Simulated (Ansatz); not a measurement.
# The perfect V wire along [110], 17 atoms a period, part 2 of 2

Wanted: the relaxed geometry and the bands of the V wire along [110], 17 atoms a period.

Ansatz 0.2.0; DFT PBE, plane waves, PAW; relaxation of a wire's period; PAW set soft_1 (the session's first sound run).

So far: The starting structure; The relaxed wire.

### 2. The relaxed wire (continued)

Relaxation path:

| step | energy less that of the first step (eV) | largest force component (eV/Å) | pressure (GPa) | volume (Å³) |
| --- | --- | --- | --- | --- |
| 1 | 0.0000 | 3.1151 | -4.97 | 824.49 |
| 2 | -2.3899 | 1.8456 | -3.00 | 809.39 |
| 3 | -3.1820 | 0.2944 | -0.20 | 792.12 |
| 4 | -3.1959 | 0.2201 | -0.06 | 780.73 |
| 5 | -3.2170 | 0.0898 | -0.01 | 783.61 |
| 6 | -3.2098 | 0.1922 | -0.13 | 786.33 |
| 7 | -3.2193 | 0.0834 | -0.01 | 783.51 |
| 8 | -3.2207 | 0.0845 | 0.00 | 783.26 |
| 9 | -3.2218 | 0.0153 | -0.02 | 782.89 |
| 10* | -3.2108 | 0.0158 | -0.01 | 782.89 |

Relaxation steps marked * repeat the geometry before them on a plane-wave basis chosen anew for their cell, so energy and pressure can jump there. Relaxation step 6 was tried and not accepted.

Forces are held to the 8 operations that the run works with; a distortion that breaks them can't arise in this run.

| cell as run | before | after | change |
| --- | --- | --- | --- |
| c (Å) | 4.228 | 4.015 | -5.0 % |

The atoms that moved most (Å, along periodic axes as changes of fractional coordinates times the final cell, across vacuum about the mean position):

| atom | dx | dy | dz | length |
| --- | --- | --- | --- | --- |
| V3 | 0.000 | 0.373 | 0.000 | 0.373 |
| V16 | 0.000 | -0.373 | 0.000 | 0.373 |
| V13 | -0.170 | 0.086 | 0.000 | 0.191 |
| V7 | 0.170 | 0.086 | 0.000 | 0.191 |
| V8 | 0.170 | -0.086 | 0.000 | 0.191 |
| V14 | -0.170 | -0.086 | 0.000 | 0.191 |
| V11 | 0.000 | 0.106 | 0.000 | 0.106 |
| V10 | 0.000 | -0.106 | 0.000 | 0.106 |

Numbers from this step:

```yaml
energy_at_zero_smearing: -49490.9633 eV
cell_length_along_the_wire: 4.015 Å
```

The cell's length comes to 4.015 Å with spin left out.

### 3. Bands of the perfect wire

This step: DFT PBE, plane waves, PAW; bands of a perfect wire; PAW set soft_1 (Ansatz 0.2.0).

At the relaxed period the bands are computed along the axis; those that cross an energy going forward count the channels that a perfect wire would open there.

input.yaml

```yaml
crystal:
  lattice:
    - [12.78, 0.0, 0.0]
    - [0.0, 15.257, 0.0]
    - [0.0, 0.0, 4.0151229279]
  atoms:
    - { symbol: V, position: [0.268994529, 0.5, 0.0] }
    - { symbol: V, position: [0.382295255, 0.365561822, 0.0] }
    - { symbol: V, position: [0.5, 0.247321219, 0.0] }
    - { symbol: V, position: [0.5, 0.5, 0.0] }
    - { symbol: V, position: [0.617704745, 0.365561822, 0.0] }
    - { symbol: V, position: [0.731005471, 0.5, 0.0] }
    - { symbol: V, position: [0.279361584, 0.367077919, 0.5] }
    - { symbol: V, position: [0.279361584, 0.632922081, 0.5] }
    - { symbol: V, position: [0.383544354, 0.5, 0.5] }
    - { symbol: V, position: [0.5, 0.354451367, 0.5] }
    - { symbol: V, position: [0.5, 0.645548633, 0.5] }
    - { symbol: V, position: [0.616455646, 0.5, 0.5] }
    - { symbol: V, position: [0.720638416, 0.367077919, 0.5] }
    - { symbol: V, position: [0.720638416, 0.632922081, 0.5] }
    - { symbol: V, position: [0.382295255, 0.634438178, 0.0] }
    - { symbol: V, position: [0.5, 0.752678781, 0.0] }
    - { symbol: V, position: [0.617704745, 0.634438178, 0.0] }
kpoints:
  mp_grid: { grid: [1, 1, 20] }
  band_path: { path: ["Γ", Z], npoints: 90 }
scf:
  occupations: { method: fermi_dirac, width: 0.05 }
hamiltonian:
  xc: pbe
  pseudopotentials: { kind: paw, azcp: { folder: soft_1 } }
output:
  dos: { e_range: [-5, 4] }
  write_potential: true
  write_density: true
  volumetric_format: npy
```

The run is started by

```sh
> ansatz run input.yaml --threads 4 --pin off --max-ram 16384MiB --backend cpu --events-out ev --progress --plain --runs-dir out
```

Numbers of over 12 decimals in the logs are rounded to 6 here.

What it wrote:

```text
[...]
Crystal: 17 atoms, lattice volume = 782.887 Å³
Basis set: ecut = 420 eV, 15341 PW (Γ)
Bands: 133, of which v1, the nominal top of the filled ones, is band 111 counted from 1 (110 counted from 0)
Symmetry: 8 space group operations
[...]
k-points: 11 of 20
[...]
SCF iter   1: F=—  HF=-49529.212257 eV  |F-HF|=—  |Δ(HF+E_count)|=         —  Δρ=1.12e-1  dr2=4.91e2  ethr=3.10e-3  ⟨swp⟩=11.5  Hψ=6989  notcnv=0
[...]
SCF iter  15: F=-49491.066138 eV  HF=-49491.066139 eV  |F-HF|=1.08e-8  |Δ(HF+E_count)|=   5.24e-8  Δρ=1.82e-6  dr2=5.99e-8  ethr=4.52e-11  ⟨swp⟩=17.5  Hψ=6164  notcnv=0
SCF 1 converged in 15 iterations: F = -49491.066138 eV  dr2 = 5.99e-8
[...]
NSCF: frozen V_eff on 91 k-points
WARN: The output density's exchange-correlation potential varies sharply where the density is thin. Do not read a vacuum level from v_tot or v_xc, or from such a field of the output density. On a cell that repeats whose density bears no net charge and no dipole along the vacuum's axis use v_es (v_loc + v_h of the components); under efield.dipole_correction with no amplitude use v_es + v_field, which holds any externa [...]
SCF converged after 15 iterations
Free energy (F): -49491.066138 eV
[...]
Internal energy: -49490.859706 eV  (E = F + TS)
E sigma→0 (E₀):  -49490.962922 eV
Entropy (-TS):   -0.206433 eV (-12.143 meV/atom)
Fermi energy:    2.589644 eV
[...]
--- Band table (eV; the first three rows and the last of 11) ---
  k-point 0: bands = [... 107 lower, 2.3245, 2.3561, 2.3718, 2.4393, 2.6082, 2.6089, 2.7171, 2.8055, ... 18 higher]
  k-point 1: bands = [... 107 lower, 2.3460, 2.3601, 2.3792, 2.4204, 2.6329, 2.6384, 2.7014, 2.8039, ... 18 higher]
  k-point 2: bands = [... 107 lower, 2.3613, 2.3937, 2.4025, 2.4062, 2.6660, 2.6930, 2.6999, 2.8025, ... 18 higher]
  k-point 10: bands = [... 107 lower, 2.3536, 2.4124, 2.4829, 2.6723, 2.8175, 2.8229, 2.8519, 2.8844, ... 18 higher]
```

It took 1.8 min on 4 threads of Intel Xeon Platinum 8375C at 2.90GHz (Ice Lake), shared host; peak memory 5.2 GiB.

Numbers from this step:

```yaml
energy_at_zero_smearing: -49490.9629 eV
band_gap: 0 eV
```

The electronic bands at the labelled points (eV, zero at the Fermi level; # counts the bands kept):

| point | #39 | #40 | #41 | #42 | #43 | #44 | #45 | #46 |
| --- | --- | --- | --- | --- | --- | --- | --- | --- |
| Γ | -0.27 | -0.27 | -0.23 | -0.22 | -0.15 | 0.02 | 0.02 | 0.13 |
| halfway | -0.21 | -0.19 | -0.11 | -0.09 | 0.05 | 0.07 | 0.11 | 0.21 |
| Z | -0.34 | -0.24 | -0.18 | -0.11 | 0.08 | 0.23 | 0.23 | 0.26 |

Between Γ and Z the bands cross the Fermi level 5 times, so a perfect wire would conduct at least 5 G₀, with spin left out.

### 4. Outcome

```
cell length, PBE                                            : 4.015 Å
ballistic conductance by band crossings, a lower bound, PBE : 5 G₀
```

In words: Under PBE the cell's length is 4.02 Å, and the bands cross the Fermi level 5 times between Γ and Z, which gives a perfect wire at least 5 G₀ (opposite crossings within one step of the path cancel in such a count). No spin was allowed, though thin wires with open d shells can turn magnetic.

[Logs are printed without paths, hosts, clocks, repeated set-up lines and the standing remarks that a program may print on its own settings, such as how far it seeks lower states.]

[Hosts, paths, dates, database ids (printed as entryN), source tags and the programs' standing remarks are cut or masked in the printed files.]
